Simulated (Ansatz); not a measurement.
# 3-layer puckered SnSe (AB) in a perpendicular field, part 3 of 3

What dipole does a perpendicular field induce in the 3-layer puckered SnSe (AB), and does the gap follow? A positive field points along +c.

Ansatz 0.2.0; plane-wave DFT, PBE-D3(BJ), Ansatz PAW.

So far, gap along the path (eV): step 3 (single point, field 0, start network) 0.649; step 5 (field -0.03 V/Å) 0.649; step 6 (field 0.15 V/Å) 0.640; step 7 (field 0.25 V/Å) 0.625; step 8 (field -0.25 V/Å) 0.625.

## Step 9: Response, atoms held

This step: plane-wave DFT, PBE-D3(BJ), Ansatz PAW; response to a field along the normal, atoms held (Ansatz 0.2.0).

The dipoles give the slope, and the difference of two potentials shows where the field is screened.

Numbers from this step:

```yaml
equivalent_conductor_thickness_p_eps_0ae: 16.42 Å
distance_between_the_outer_atoms: 14.41 Å
```

Dipole of the cell against applied field:

| applied field (V/Å) | dipole of the cell (e·Å) |
| --- | --- |
| -0.250 | -0.414 |
| -0.030 | -0.0497 |
| 0.000 | 0 |
| 0.030 | 0.0497 |
| 0.150 | 0.248 |
| 0.250 | 0.414 |

Local field over the applied field, running mean. From the potentials at -0.03 and 0.03 V/Å; running mean over 2.5 Å. Table of local field over applied field by z:

```
z (Å)  local field over applied field
  4.5                           0.997
  5.0                           0.992
  5.5                           0.979
  6.0                           0.946
  6.5                           0.870
  7.0                           0.731
  7.5                           0.545
  8.0                           0.362
  8.5                           0.207
  9.0                          0.0928
  9.5                          0.0388
 10.0                          0.0411
 10.5                          0.0471
 11.0                          0.0352
 11.5                          0.0338
 12.0                          0.0575
 12.5                          0.0793
 13.0                          0.0846
 13.5                          0.0858
 14.0                          0.0842
 14.5                          0.0669
 15.0                          0.0410
 15.5                          0.0347
 16.0                          0.0453
 16.5                          0.0436
 17.0                          0.0336
 17.5                          0.0448
 18.0                          0.0713
 18.5                          0.0852
 19.0                          0.0856
 19.5                          0.0843
 20.0                          0.0769
 20.5                          0.0527
 21.0                          0.0320
 21.5                          0.0375
 22.0                          0.0475
 22.5                          0.0390
 23.0                          0.0435
 23.5                           0.108
 24.0                           0.232
 24.5                           0.392
 25.0                           0.578
 25.5                           0.759
 26.0                           0.887
 26.5                           0.954
 27.0                           0.982
 27.5                           0.994
 28.0                           0.998
```

Electrons, planar mean, per unit field. Table of induced electron density by z:

z (Å), induced electron density (e/Å³ per V/Å) and a bar from the least value:
```
      4.5    0.00001 ###############
      5.0    0.00003 ###############
      5.5    0.00010 ################
      6.0    0.00027 ################
      6.5    0.00068 ##################
      7.0    0.00161 #####################
      7.5    0.00315 ###########################
      8.0    0.00386 ##############################
      8.5    0.00136 ####################
      9.0   -0.00049 #############
      9.5   -0.00034 ##############
     10.0    0.00052 #################
     10.5   -0.00017 ###############
     11.0   -0.00043 ##############
     11.5    0.00069 ##################
     12.0    0.00026 ################
     12.5   -0.00113 ###########
     13.0   -0.00107 ###########
     13.5    0.00062 ##################
     14.0    0.00131 ####################
     14.5    0.00016 ################
     15.0   -0.00065 #############
     15.5    0.00011 ################
     16.0    0.00025 ################
     16.5   -0.00033 ##############
     17.0    0.00008 ################
     17.5    0.00058 #################
     18.0   -0.00037 ##############
     18.5   -0.00135 ##########
     19.0   -0.00033 ##############
     19.5    0.00126 ####################
     20.0    0.00090 ###################
     20.5   -0.00042 ##############
     21.0   -0.00055 #############
     21.5    0.00051 #################
     22.0    0.00003 ###############
     22.5   -0.00053 #############
     23.0    0.00050 #################
     23.5    0.00035 #################
     24.0   -0.00193 ########
     24.5   -0.00396 
     25.0   -0.00287 ####
     25.5   -0.00139 ##########
     26.0   -0.00058 #############
     26.5   -0.00022 ##############
     27.0   -0.00008 ###############
     27.5   -0.00003 ###############
     28.0   -0.00001 ###############
```

The smaller of the gaps on the path and on the k-mesh, counted as 0 under 0.03 eV. The gap by applied field:

```
applied field (V/Å)  gap (eV)
             -0.250     0.625
             -0.030     0.649
              0.000     0.649
              0.030     0.649
              0.150     0.640
              0.250     0.625
```

By hand: between -0.03 and 0.03 V/Å the dipole changes by 0.09934 e·Å, a slope of 1.656 e·Å²/V. A perfect conductor of thickness t has p = ε₀AEt, so t = 180.95 × 1.656 / 18.243 = 16.42 Å (e/ε₀ = 180.95 V·Å, A in Å²).

The induced dipole is that of a conductor 16.42 Å thick.

## Step 10: The same run with other settings

This step: plane-wave DFT, PBE-D3(BJ), Ansatz PAW (Ansatz 0.2.0).

A run with a changed input: it repeats the earlier run at 0.03 V/Å with scf.algorithm to direct_min and kpoints.mp_grid.grid from [10, 10, 1] to [5, 5, 1].

The input, input.yaml:

```yaml
crystal:
  lattice:
    - [4.3111852727, 0.0, 0.0]
    - [0.0, 4.2316266001, 0.0]
    - [0.0, 0.0, 32.4141101656]
  atoms:
    - { symbol: Sn, position: [0.0206327887, 0.0, 0.2776568585] }
    - { symbol: Se, position: [0.4742503353, 0.5, 0.2832754782] }
    - { symbol: Se, position: [0.9753311908, 0.0, 0.361343775] }
    - { symbol: Sn, position: [0.5258345659, 0.5, 0.3674319208] }
    - { symbol: Sn, position: [0.0295989126, 0.5, 0.4542790135] }
    - { symbol: Se, position: [0.4743522068, 0.0, 0.4615716902] }
    - { symbol: Se, position: [0.9743522068, 0.5, 0.5384283098] }
    - { symbol: Sn, position: [0.5295989126, 0.0, 0.5457209865] }
    - { symbol: Sn, position: [0.0258345659, 0.0, 0.6325680792] }
    - { symbol: Se, position: [0.4753311908, 0.5, 0.638656225] }
    - { symbol: Se, position: [0.9742503353, 0.0, 0.7167245218] }
    - { symbol: Sn, position: [0.5206327887, 0.5, 0.7223431415] }
kpoints:
  mp_grid: { grid: [5, 5, 1] }
  band_path:
    path:
      - [0, 0, 0]
      - [0.5, 0, 0]
      - [0.5, 0.5, 0]
      - [0, 0, 0]
      - [0, 0.5, 0]
      - [0.5, 0.5, 0]
    npoints: 16
hamiltonian:
  xc: pbe
  dispersion: d3bj
scf:
  occupations: { method: fermi_dirac, width: 0.05 }
  convergence: { dr2_threshold: 1.0e-10 }
  algorithm: direct_min
efield:
  axis: 3
  dipole_correction: true
  ramp_position: 0.97
  ramp_width: 0.06
  amplitude: 0.03
output:
  write_potential: true
  write_density: true
  volumetric_format: npy
```

Command:

```sh
$ ansatz run input.yaml --threads 4 --pin off --max-ram 12288MiB --backend cpu --events-out ev --progress --plain --runs-dir out
```

Numbers of over 12 decimals in the logs are rounded to 6 here.

What it wrote:

```text
[...]
Crystal: 12 atoms, lattice volume = 591.341 Å³
Basis set: ecut = 420 eV, 11477 PW (Γ)
Bands: 108, of which v1, the nominal top of the filled ones, is band 90 counted from 1 (89 counted from 0)
Symmetry: 2 space group operations
k-points: 9 of 25 (time reversal used)
[...]
SCF iter  11: F=-68968.524895 eV  HF=-68968.524895 eV  |F-HF|=1.16e-10  |Δ(HF+E_count)|=  1.02e-10  Δρ=1.60e-8  dr2=5.08e-12  ethr=1.96e-12 (applied; sched 1.00e-12)  p=0.050 e·Å  D=1.52e-2 V/Å  ΔV_dip=-0.49 eV  dr2_dipole=7.47e-14  V_vac-E_F(+/−)=4.11/3.71 eV  ⟨swp⟩=2.0  Hψ=1784  notcnv=0
SCF 1 converged in 11 iterations: F = -68968.524895 eV  dr2 = 5.08e-12
[...]
SCF converged after 11 iterations
Stability not checked: this state was not tested for a lower state beside it, because a direct minimisation reached the state, and no test of it is asked (direct_minimisation; see scf.lower_state_search)
Free energy (F): -68968.524895 eV
[...]
Internal energy: -68968.524850 eV  (E = F + TS)
E sigma→0 (E₀):  -68968.524873 eV
Entropy (-TS):   -0.000045 eV (-0.004 meV/atom)
Fermi energy:    3.293054 eV
Dipole field:    D = 0.015222 V/Å  (p = 0.049746 e·Å, saw-weighted, corrected)
Work function:   not extracted (applied field tilts the vacuum); planar V_es + V_field profile in the machine report
[...]
--- Band table (eV; the first three rows and the last of 9) ---
  k-point 0: bands = [... 86 lower, 1.1706, 2.2881, 2.3764, 2.3970, 3.6984, 4.8251, 5.8881, 5.9264, ... 14 higher]
  k-point 1: bands = [... 86 lower, 1.7820, 2.1417, 2.2751, 2.2881, 3.8809, 4.9039, 5.2169, 5.3133, ... 14 higher]
  k-point 2: bands = [... 86 lower, 2.0533, 2.5685, 2.6789, 2.7863, 3.7732, 3.9912, 4.0154, 4.2305, ... 14 higher]
  k-point 8: bands = [... 86 lower, 1.1954, 1.3452, 1.3549, 1.4065, 4.8745, 5.4321, 5.8288, 5.8464, ... 14 higher]
```

Wall time 4.7 min (4 threads of Arm Neoverse V1, shared host); peak memory 3.1 GiB; 19 min of CPU time.

| quantity | this run | earlier run | difference |
| --- | --- | --- | --- |
| dipole along the normal (e·Å) | 0.04975 | 0.04967 | 7.8e-5 |
| gap along the path (eV) | 0.6502 | 0.6491 | 0.0012 |
| smallest direct gap along the path (eV) | 0.6502 | 0.6491 | 0.0012 |

Nothing in the table moves by 0.01 in its unit (for the dipole 0.5 % and 5e-5 e·Å). The run took 11 SCF cycles against 17.

The change did no harm here.

## Step 11: A changed input: scf.lower_state_search = "off"

Another changed input: it repeats the earlier run at 0.03 V/Å with scf.lower_state_search to off.

Edit input.yaml of step 10 so:

```diff
@@ -19,3 +19,3 @@
 kpoints:
-  mp_grid: { grid: [5, 5, 1] }
+  mp_grid: { grid: [10, 10, 1] }
   band_path:
@@ -35,3 +35,3 @@
   convergence: { dr2_threshold: 1.0e-10 }
-  algorithm: direct_min
+  lower_state_search: "off"
 efield:
```

What it wrote:

```text
[...]
Crystal: 12 atoms, lattice volume = 591.341 Å³
Basis set: ecut = 420 eV, 11477 PW (Γ)
Bands: 108, of which v1, the nominal top of the filled ones, is band 90 counted from 1 (89 counted from 0)
Symmetry: 2 space group operations
k-points: 36 of 100 (time reversal used)
[...]
SCF iter  17: F=-68968.529104 eV  HF=-68968.529104 eV  |F-HF|=1.46e-10  |Δ(HF+E_count)|=  1.31e-10  Δρ=5.68e-8  dr2=2.11e-11  ethr=1.00e-12  p=0.050 e·Å  D=1.52e-2 V/Å  ΔV_dip=-0.49 eV  dr2_dipole=5.23e-15  V_vac-E_F(+/−)=4.13/3.73 eV  ⟨swp⟩=10.9  Hψ=13013  notcnv=0
SCF 1 converged in 17 iterations: F = -68968.529104 eV  dr2 = 2.11e-11
[...]
SCF converged after 17 iterations
Free energy (F): -68968.529104 eV
[...]
Internal energy: -68968.529086 eV  (E = F + TS)
E sigma→0 (E₀):  -68968.529095 eV
Entropy (-TS):   -0.000019 eV (-0.002 meV/atom)
Fermi energy:    3.275057 eV
Dipole field:    D = 0.015198 V/Å  (p = 0.049667 e·Å, saw-weighted, corrected)
Work function:   not extracted (applied field tilts the vacuum); planar V_es + V_field profile in the machine report
[...]
--- Band table (eV; the first three rows and the last of 36) ---
  k-point 0: bands = [... 86 lower, 1.1729, 2.2909, 2.3755, 2.3966, 3.6984, 4.8246, 5.8879, 5.9272, ... 14 higher]
  k-point 1: bands = [... 86 lower, 1.3712, 2.2835, 2.3381, 2.3696, 3.7255, 4.8526, 5.8798, 5.9765, ... 14 higher]
  k-point 2: bands = [... 86 lower, 1.7814, 2.1422, 2.2750, 2.2883, 3.8812, 4.9039, 5.2175, 5.3133, ... 14 higher]
  k-point 35: bands = [... 86 lower, 1.1710, 1.1716, 1.2273, 1.2358, 5.5733, 5.5775, 5.6623, 5.6731, ... 14 higher]
```

Run time: 3.8 min. Hardware: 4 threads; peak memory 3.2 GiB; 15 min of CPU time.

Numbers from this step:

- dipole along the normal: 0.04967 e·Å
- gap along the path: 0.6491 eV
- smallest direct gap along the path: 0.6491 eV
- gap, the smaller of path and mesh: 0.6491 eV

Electronic bands along the path, in eV, zero at the Fermi level of the run, which the smearing sets inside the gap:

| point | band 87 | band 88 | band 89 | band 90 | band 91 | band 92 | band 93 | band 94 |
| --- | --- | --- | --- | --- | --- | --- | --- | --- |
| Γ | -2.10 | -0.98 | -0.90 | -0.88 | 0.42 | 1.55 | 2.61 | 2.65 |
| halfway | -1.20 | -1.15 | -0.89 | -0.82 | 0.87 | 0.91 | 1.45 | 1.82 |
| X | -0.86 | -0.85 | -0.57 | -0.56 | 0.70 | 0.71 | 1.07 | 1.08 |
| halfway | -1.89 | -1.88 | -1.53 | -1.53 | 1.41 | 1.41 | 2.16 | 2.17 |
| S | -2.10 | -2.10 | -2.05 | -2.04 | 2.30 | 2.30 | 2.39 | 2.40 |
| halfway | -1.61 | -0.95 | -0.78 | -0.75 | 0.72 | 1.13 | 1.31 | 1.69 |
| Γ | -2.10 | -0.98 | -0.90 | -0.88 | 0.42 | 1.55 | 2.61 | 2.65 |
| halfway | -1.25 | -1.22 | -1.02 | -0.98 | 0.76 | 1.39 | 1.61 | 1.76 |
| Y | -0.89 | -0.88 | -0.76 | -0.76 | 0.78 | 0.79 | 0.89 | 0.89 |
| halfway | -1.86 | -1.85 | -1.65 | -1.65 | 1.43 | 1.43 | 2.17 | 2.19 |
| S | -2.10 | -2.10 | -2.05 | -2.04 | 2.30 | 2.30 | 2.39 | 2.40 |

```csv
quantity,this run,earlier run,difference
dipole along the normal (e·Å),0.04967,0.04967,0
gap along the path (eV),0.6491,0.6491,0
smallest direct gap along the path (eV),0.6491,0.6491,0
```

Nothing in the table moves by 0.01 in its unit (for the dipole 0.5 % and 5e-5 e·Å).

## Step 12: What came out

* gap without field: 0.649 eV
* ionisation energy, upper face: 4.28 eV
* electron affinity, upper face: 3.63 eV
* equivalent conductor thickness, atoms held: 16.4 Å

What this shows: The induced dipole equals that of a perfect conductor 16.42 Å thick, while the outer atoms lie 14.41 Å apart; an out-of-plane ε follows only once a thickness t is chosen, by 1 − 1/ε = 16.42 Å / t. The gap goes from 0.65 eV to 0.62 eV at -0.25 V/Å. Semilocal functionals give gaps that are too small, and excitons are not included. Spin-orbit coupling is left out, which matters for the bands of elements this heavy.

[Logs are printed without paths, hosts, clocks, repeated set-up lines and the standing remarks that a program may print on its own settings, such as how far it seeks lower states.]

[Hosts, paths, dates, database ids (printed as entryN), source tags and the programs' standing remarks are cut or masked in the printed files.]

[Maps of the electrostatic potential energy from Ansatz leave out the sawtooth potential of an applied field or a dipole correction, so their vacuum need not be flat; planar profiles and work functions include it.]
